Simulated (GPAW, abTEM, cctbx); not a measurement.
# (GaP)1(CuCl)1: the scripts behind a bonding study

Short scripts, each with its output. The cell is a (GaP)1(CuCl)1 superlattice along [001] of the zinc-blende type, started at the mean lattice constant and relaxed freely, with no substrate.

### 1. Relax the structure

```text
cell
1.0
     3.867874093    0.000000000    0.000000000
     0.000000000    3.867874093    0.000000000
     0.000000000    0.000000000    5.470000000
Ga P Cu Cl
1 1 1 1
Direct
0.000000000 0.000000000 0.000000000
0.500000000 0.000000000 0.250000000
0.500000000 0.500000000 0.500000000
0.000000000 0.500000000 0.750000000
```

```python
from ase.constraints import FixSymmetry
from ase.filters import FrechetCellFilter
from ase.io import read, write
from ase.optimize import BFGS
from ase.parallel import parprint
from gpaw import GPAW, PW, FermiDirac

atoms = read("start.vasp")
atoms.set_constraint(FixSymmetry(atoms))
atoms.calc = GPAW(mode=PW(570), xc="PBE", kpts={"size": (6, 6, 4), "gamma": True},
                 occupations=FermiDirac(0.1), maxiter=120, symmetry={"tolerance": 1e-5}, txt="relax.txt")
BFGS(FrechetCellFilter(atoms), maxstep=0.15).run(fmax=0.03, steps=50)
parprint("cell  %.4f %.4f %.4f  %.2f %.2f %.2f" % tuple(atoms.cell.cellpar()))
parprint("volume %.3f A^3, largest force %.3f eV/A, largest stress %.2f GPa" % (atoms.get_volume(), abs(atoms.get_forces()).max(), 160.218 * abs(atoms.get_stress()).max()))
atoms.set_constraint()
write("relaxed.vasp", atoms, direct=True)
```

```console
$ OMP_NUM_THREADS=1 mpirun -n 4 gpaw python run.py > gpaw.log
```

```text
      Step        Energy          fmax
BFGS:    0      -14.430594        2.059728
BFGS:    1      -14.532594        1.712970
BFGS:    2      -14.850540        0.842108
BFGS:    3      -14.902204        0.588875
BFGS:    4      -14.927012        0.520648
BFGS:    5      -14.956356        0.471096
BFGS:    6      -14.975445        0.433035
BFGS:    7      -14.988846        0.402479
BFGS:    8      -14.999576        0.429042
BFGS:    9      -15.012662        0.336061
BFGS:   10      -15.024151        0.212969
BFGS:   11      -15.027978        0.122232
BFGS:   12      -15.028934        0.093922
BFGS:   13      -15.029562        0.070440
BFGS:   14      -15.030312        0.074943
BFGS:   15      -15.030723        0.046229
BFGS:   16      -15.030842        0.020576
cell  3.9367 4.1182 5.4699  90.00 90.00 90.00
volume 88.679 A^3, largest force 0.013 eV/A, largest stress 0.15 GPa
```

Time: 3.2 min on 4 cores of Arm Neoverse V1 (shared host), peak memory 1.2 GiB.

### 2. Build the all-electron density and subtract free atoms

```text
cell
1.0
     3.936708630    0.000000000    0.000000000
     0.000000000    4.118190200    0.000000000
     0.000000000    0.000000000    5.469892860
Ga Cu Cl P
1 1 1 1
Direct
0.000000000 0.000000000 0.043548430
0.500000000 0.500000000 0.419026210
0.000000000 0.500000000 0.766387830
0.500000000 0.000000000 0.270877630
```

```python
import numpy as np
from ase.io import read
from ase.units import Bohr
from gpaw import GPAW, PW, FermiDirac
from gpaw.calculator import GPAW as OldGPAW
from gpaw.mpi import serial_comm, world
from scipy.special import erfc
from scipy.spatial import cKDTree

atoms = read("cell.vasp")
atoms.calc = GPAW(mode=PW(450), xc="PBE", kpts={"size": (7, 6, 5), "gamma": True},
                 occupations=FermiDirac(0.1), maxiter=120, symmetry={"tolerance": 1e-5}, txt="scf.txt")
atoms.get_potential_energy()
rho = atoms.calc.get_all_electron_density(gridrefinement=2)
moments = atoms.get_magnetic_moments() if atoms.calc.get_number_of_spins() == 2 else np.zeros(len(atoms))
total = atoms.get_magnetic_moment() if moments.any() else 0.0
if world.rank == 0:
    free = OldGPAW(mode=PW(450), xc="PBE", txt=None, communicator=serial_comm)
    neutral = atoms.copy()
    neutral.set_initial_magnetic_moments(None)
    free.initialize(neutral)
    free.set_positions(neutral)
    drho = rho - free.get_all_electron_density(gridrefinement=2)
    # GPAW starts from confined atoms: exchange their smooth part for that of the datasets' free atoms
    h = np.stack(np.meshgrid(*[np.fft.fftfreq(n, 1 / n) for n in drho.shape], indexing="ij"), -1)
    gabs = np.linalg.norm(h @ atoms.cell.reciprocal(), axis=-1)
    tails = np.fft.fftn(free.get_pseudo_density(gridrefinement=2))
    g, form, v0 = np.linspace(0, gabs.max(), 1500), {}, 0
    for e in set(atoms.symbols):
        idx = atoms.symbols.search(e)
        d = free.setups[idx[0]].data
        r, w = d.rgd.r_g * Bohr, d.rgd.r_g**2 * d.rgd.dr_g
        j0 = np.sinc(2 * g[:, None] * r)
        smooth = sum(f * p**2 for f, p in zip(d.f_j, d.phit_jg)) + np.sqrt(4 * np.pi) * d.nct_g
        full = sum(f * p**2 for f, p in zip(d.f_j, d.phi_jg)) + np.sqrt(4 * np.pi) * d.nc_g
        phase = sum(np.exp(-2j * np.pi * h @ s) for s in atoms.get_scaled_positions()[idx])
        tails -= np.interp(gabs, g, j0 @ (smooth * w)) * phase * drho.size / atoms.get_volume()
        form[e] = j0 @ (full * w)
        v0 += 2 * np.pi / 3 * 14.3996 * (full * w * r**2).sum() * len(idx)  # V A^3
    tails *= 0.5 * erfc((gabs - 1.8) / 0.25)  # the tails differ at long wavelengths alone
    drho += np.fft.ifftn(tails).real  # crystal minus superposed spherical free atoms
    np.save("drho.npy", drho)
    dv = atoms.get_volume() / drho.size
    print("grid", drho.shape, " electrons %.3f" % (rho.sum() * dv), " moved by bonding %.3f e" % (abs(drho).sum() * dv / 2))
    pts = np.indices(drho.shape).reshape(3, -1).T / drho.shape @ atoms.cell
    shifts = (np.indices((3, 3, 3)).reshape(3, -1).T - 1) @ atoms.cell
    images = (atoms.positions[None] + shifts[:, None]).reshape(-1, 3)
    dist, idx = cKDTree(images).query(pts, k=4)
    out = drho.ravel()[dist[:, 0] > 0.5]
    print("deformation density beyond 0.5 A of the nuclei: max %.3f, min %.3f e/A^3" % (out.max(), out.min()))
    tie = dist < dist[:, :1] + 1e-4
    q = -np.bincount((idx % len(atoms))[tie], (drho.ravel()[:, None] / tie.sum(1, keepdims=True) * tie)[tie], len(atoms)) * dv
    print("atom        x       y       z   Voronoi charge  moment")
    for a, s, c, m in zip(atoms, atoms.get_scaled_positions(), q, moments):
        print("%-2s%-3d %7.4f %7.4f %7.4f %10.3f %10.2f" % (a.symbol, a.index + 1, *s, c, m))
    np.savez("free.npz", g=g, **form)
    print("mean inner potential of superposed free atoms %.3f V" % (v0 / atoms.get_volume()))
    print("total magnetic moment %.3f muB" % total)
```

```console
$ OMP_NUM_THREADS=1 mpirun -n 4 gpaw python run.py > gpaw.log
```

```text
grid (40, 42, 54)  electrons 92.000  moved by bonding 0.822 e
deformation density beyond 0.5 A of the nuclei: max 0.168, min -0.224 e/A^3
atom        x       y       z   Voronoi charge  moment
Ga1    0.0000  0.0000  0.0435      0.252       0.00
Cu2    0.5000  0.5000  0.4190      0.108       0.00
Cl3    0.0000  0.5000  0.7664     -0.097       0.00
P 4    0.5000  0.0000  0.2709     -0.264       0.00
mean inner potential of superposed free atoms 12.455 V
total magnetic moment 0.000 muB
```

Time: 12 s.

### 3. Fourier-transform the difference

```python
from cctbx import adptbx, crystal, miller, xray
from cctbx.eltbx import tiny_pse
import numpy as np

cs = crystal.symmetry(unit_cell=(3.9367, 4.1182, 5.4699, 90, 90, 90), space_group_symbol='Hall: P 2 -2')  # Pmm2
atoms = [  # label, site, U (iso, or U11 U22 U33 U12 U13 U23 in A^2), occupancy
    ("Ga1", (0, 0, 0.04355), 0.0000, 1),
    ("Cu1", (0.5, 0.5, 0.41903), 0.0000, 1),
    ("Cl1", (0, 0.5, 0.76639), 0.0000, 1),
    ("P1", (0.5, 0, 0.27088), 0.0000, 1),
]
xs = xray.structure(crystal_symmetry=cs)
for label, site, u, occ in atoms:
    u = adptbx.u_cif_as_u_star(cs.unit_cell(), u) if isinstance(u, tuple) else u
    xs.add_scatterer(xray.scatterer(label, site=site, u=u, occupancy=occ))
xs.scattering_type_registry(table="wk1995")
drho = np.load("drho.npy")
T = np.array([[1, 0, 0], [0, 1, 0], [0, 0, 1]])  # conventional axes in terms of the primitive ones
dF = np.fft.ifftn(drho) * 88.67853  # electrons a conventional cell, indexed by primitive hkl
ms = miller.build_set(cs, anomalous_flag=False, d_min=0.9).sort("resolution")
iam = ms.structure_factors_from_scatterers(xs, algorithm="direct").f_calc()
p1 = xs.expand_to_p1()
z = np.array([tiny_pse.table(sc.scattering_type).atomic_number() for sc in p1.scatterers()])
x = np.array(p1.sites_frac())
free = np.load("free.npz")
print("static structure factors of the conventional cell: F in electrons, V (Mott-Bethe) in volts")
print("   h  k  l      d  |F| table  |F| free   |F| DFT   change   |V| free  |V| DFT  change %")
for h, d, table in list(zip(ms.indices(), ms.d_spacings().data(), iam.data()))[:16]:
    df = dF[tuple(np.rint(np.linalg.solve(T, h)).astype(int))]
    phase = np.exp(2j * np.pi * x @ h)
    f = sum(np.interp(1 / d, free["g"], free[sc.scattering_type]) * p for sc, p in zip(p1.scatterers(), phase))
    fz = (z * phase).sum()
    c = 14.3996 * d * d / (np.pi * cs.unit_cell().volume())
    v0, v1 = abs(fz - f) * c, abs(fz - f - df) * c
    print("%4d%3d%3d %7.4f %9.3f %9.3f %9.3f %8.3f %9.3f %8.3f %8s" % (h + (d, abs(table), abs(f), abs(f + df), abs(f + df) - abs(f), v0, v1, "%.1f" % (100 * (v1 / v0 - 1)) if v0 > 0.02 else "-")))
```

```console
$ python run.py
```

```text
static structure factors of the conventional cell: F in electrons, V (Mott-Bethe) in volts
   h  k  l      d  |F| table  |F| free   |F| DFT   change   |V| free  |V| DFT  change %
   0  0  1  5.4699    19.423    19.421    19.605    0.184     2.310    2.034    -11.9
   0  1  0  4.1182     0.571     0.478     0.409   -0.069     0.419    0.358    -14.5
   1  0  0  3.9367     3.527     3.600     3.363   -0.237     0.320    0.510     59.2
   0  1  1  3.2900    49.066    49.039    49.054    0.015     5.058    4.994     -1.3
   1  0  1  3.1952    58.473    58.404    58.464    0.060     6.135    6.075     -1.0
   1  1  0  2.8457    26.566    26.412    26.065   -0.347     0.665    0.810     21.9
   0  0  2  2.7349    17.334    17.188    16.954   -0.233     1.391    1.371     -1.4
   1  1  1  2.5245    20.275    20.212    20.238    0.026     1.576    1.567     -0.6
   0  1  2  2.2783    33.436    33.291    33.430    0.139     2.484    2.447     -1.5
   1  0  2  2.2461    32.882    32.727    32.702   -0.025     2.472    2.479      0.3
   0  2  0  2.0591    65.668    65.457    65.225   -0.233     5.817    5.868      0.9
   1  1  2  1.9719    50.348    50.213    50.052   -0.161     4.554    4.585      0.7
   2  0  0  1.9683    64.408    64.186    63.891   -0.295     5.570    5.629      1.1
   0  2  1  1.9271    15.661    15.560    15.503   -0.056     1.028    1.041      1.3
   2  0  1  1.8521    15.450    15.346    15.210   -0.135     0.987    1.011      2.4
   1  2  0  1.8246     2.690     2.755     2.967    0.212     0.214    0.178    -17.0
```

Time: 0.22 s on 1 core of Arm Neoverse V1 (shared host), peak memory 0.09 GiB.

### 4. Propagate a plane wave with and without the bonding term

```python
import abtem
import numpy as np
from ase.build import make_supercell
from ase.io import read

abtem.config.set({"dask.lazy": False, "fft": "fftw", "diagnostics.progress_bar": False})
M = [[0, -1, 0], [0, 0, -1], [1, 0, 0]]  # rows: x, y and beam direction in the primitive cell's axes
unit = make_supercell(read("cell.vasp"), M)
unit.set_cell(list(unit.cell.lengths()) + [90, 90, 90], scale_atoms=True)
unit.positions[:, 2] += 0.4921  # keeps atomic planes off the slice boundaries
unit.wrap()
slab = unit * (2, 2, 104)
print(slab.get_chemical_formula(), "| box %.2f x %.2f x %.2f A" % tuple(slab.cell.lengths()))

# change of the potential by bonding, from the DFT deformation density (Poisson's equation term by term)
drho = np.load("drho.npy")
prim = read("cell.vasp")
h = np.stack(np.meshgrid(*[np.fft.fftfreq(n, 1 / n) for n in drho.shape], indexing="ij"), -1).reshape(-1, 3).astype(int)
g2 = ((h @ prim.cell.reciprocal()) ** 2).sum(1)
keep = (g2 > 0) & (g2 < 2.5**2)
shape = (118, 157, 24)
vg = np.zeros(shape, complex)
hm = h[keep] @ np.array(M).T
move = np.exp(-2j * np.pi * hm[:, 2] * (0.4921 / unit.cell[2, 2] - 0.5 / shape[2]))  # the same shift, sampled at mid-points
vg[tuple(hm.T % np.array(shape)[:, None])] = -14.3996 / np.pi * (np.fft.fftn(drho).ravel() / drho.size)[keep] / g2[keep] * move
dV = np.fft.ifftn(vg).real * vg.size
dV = dV.reshape(118, 157, 4, 6).mean(3) * unit.cell[2, 2] / 4  # V A, projected in each slice
dV = np.tile(dV.transpose(2, 0, 1), (104, 2, 2))


def build(atoms):
    p = abtem.Potential(atoms, gpts=(236, 314), slice_thickness=[slab.cell[2, 2] / 416] * 416,
                        parametrization="lobato", projection="infinite", exit_planes=32).build()
    p.array[:] += BONDING * dV
    return p


sigmas = {'Ga': 0.084, 'Cu': 0.085, 'Cl': 0.093, 'P': 0.095}  # r.m.s. displacement along each axis, A
u = np.array([sigmas[s] for s in slab.symbols])[:, None]
rng = np.random.default_rng(851)


def potentials():
    for _ in range(3):  # frozen phonons, one configuration at a time
        atoms = slab.copy()
        atoms.positions += u * rng.standard_normal((len(atoms), 3))
        atoms.wrap()
        yield build(atoms)


for label, BONDING in (("IAM", 0.0), ("DFT", 1.0)):
    print("=====", label)
    rng = np.random.default_rng(851)  # the same displacements for both
    potential = build(slab)
    print("grid", potential.gpts, "slices", potential.num_slices)
    thickness = potential.exit_thicknesses
    wave = abtem.PlaneWave(energy=200000)
    dp = np.mean([wave.multislice(p).diffraction_patterns(max_angle="valid").array for p in potentials()], axis=0)
    hkl = [(0, 0, 0), (0, 0, 1), (0, 1, 0), (0, 1, 1), (0, 0, 2), (0, 1, 2), (0, 2, 0)]
    nx, ny = dp.shape[-2:]
    print("intensity of each beam, fraction of the incident wave")
    print("  t (A)" + "".join("%9s" % " ".join(map(str, h)) for h in hkl) + "  diffuse    total")
    grid = np.zeros((nx, ny), bool)
    grid[nx // 2 % 2::2, ny // 2 % 2::2] = True
    for t, a in list(zip(thickness, dp))[1:]:
        idx = [np.rint(np.array(M) @ np.linalg.solve([[1, 0, 0], [0, 1, 0], [0, 0, 1]], h)).astype(int) for h in hkl]
        print("%7.1f" % t + "".join("%9.5f" % a[nx // 2 + i[0] * 2, ny // 2 + i[1] * 2] for i in idx) + "%9.4f%9.4f" % (a[~grid].sum(), a.sum()))
```

```console
$ python run.py
```

```text
Cl416Cu416Ga416P416 | box 8.24 x 10.94 x 409.42 A
===== IAM
grid (236, 314) slices 416
intensity of each beam, fraction of the incident wave
  t (A)    0 0 0    0 0 1    0 1 0    0 1 1    0 0 2    0 1 2    0 2 0  diffuse    total
   31.5  0.81124  0.00195  0.00006  0.00815  0.00239  0.00252  0.01474   0.0125   0.9996
   63.0  0.48022  0.00403  0.00005  0.01736  0.01373  0.00728  0.04456   0.0426   0.9984
   94.5  0.27872  0.00414  0.00083  0.02002  0.03067  0.00779  0.05831   0.0780   0.9971
  126.0  0.27004  0.00521  0.00267  0.03014  0.03597  0.00510  0.04626   0.1078   0.9960
  157.5  0.34023  0.00704  0.00374  0.05491  0.02288  0.00398  0.03006   0.1272   0.9953
  189.0  0.39902  0.00633  0.00207  0.07650  0.00644  0.00570  0.02285   0.1388   0.9949
  220.5  0.46332  0.00370  0.00016  0.06772  0.00733  0.00884  0.01602   0.1531   0.9942
  251.9  0.53104  0.00303  0.00103  0.03610  0.02269  0.01159  0.00923   0.1670   0.9936
  283.4  0.56137  0.00460  0.00281  0.00782  0.03368  0.01377  0.00610   0.1756   0.9931
  314.9  0.50977  0.00494  0.00260  0.00203  0.03399  0.01405  0.01025   0.1825   0.9928
  346.4  0.38574  0.00321  0.00096  0.01498  0.02748  0.01229  0.01744   0.1896   0.9924
  377.9  0.26717  0.00236  0.00016  0.03036  0.01921  0.00910  0.02274   0.2019   0.9919
  409.4  0.21011  0.00461  0.00016  0.03939  0.01097  0.00714  0.02759   0.2154   0.9913
===== DFT
grid (236, 314) slices 416
intensity of each beam, fraction of the incident wave
  t (A)    0 0 0    0 0 1    0 1 0    0 1 1    0 0 2    0 1 2    0 2 0  diffuse    total
   31.5  0.81314  0.00166  0.00004  0.00803  0.00237  0.00241  0.01491   0.0125   0.9996
   63.0  0.48540  0.00377  0.00002  0.01716  0.01380  0.00708  0.04439   0.0427   0.9985
   94.5  0.28418  0.00390  0.00083  0.01984  0.03139  0.00767  0.05690   0.0781   0.9971
  126.0  0.27085  0.00464  0.00300  0.03116  0.03742  0.00471  0.04412   0.1080   0.9960
  157.5  0.33059  0.00700  0.00472  0.05936  0.02404  0.00295  0.02835   0.1273   0.9954
  189.0  0.37595  0.00843  0.00334  0.08510  0.00620  0.00417  0.02204   0.1388   0.9949
  220.5  0.43203  0.00732  0.00055  0.07802  0.00562  0.00764  0.01545   0.1533   0.9943
  251.9  0.50612  0.00625  0.00053  0.04428  0.02062  0.01133  0.00801   0.1680   0.9937
  283.4  0.55613  0.00633  0.00258  0.01179  0.03294  0.01406  0.00386   0.1766   0.9932
  314.9  0.52508  0.00581  0.00361  0.00298  0.03617  0.01417  0.00693   0.1826   0.9929
  346.4  0.40844  0.00364  0.00253  0.01560  0.03342  0.01224  0.01351   0.1884   0.9925
  377.9  0.27950  0.00156  0.00152  0.03228  0.02727  0.00863  0.01900   0.2002   0.9920
  409.4  0.20201  0.00332  0.00159  0.04281  0.01804  0.00543  0.02484   0.2143   0.9914
```

Time: 63 s.

[Outputs are excerpts: Python notices, other lines and further rows are left out; steps that failed or that the build refused (PBEsol, TPSS) are not shown.]

[Logs are printed without paths, hosts, clocks, repeated set-up lines and the standing remarks that a program may print on its own settings, such as how far it seeks lower states.]
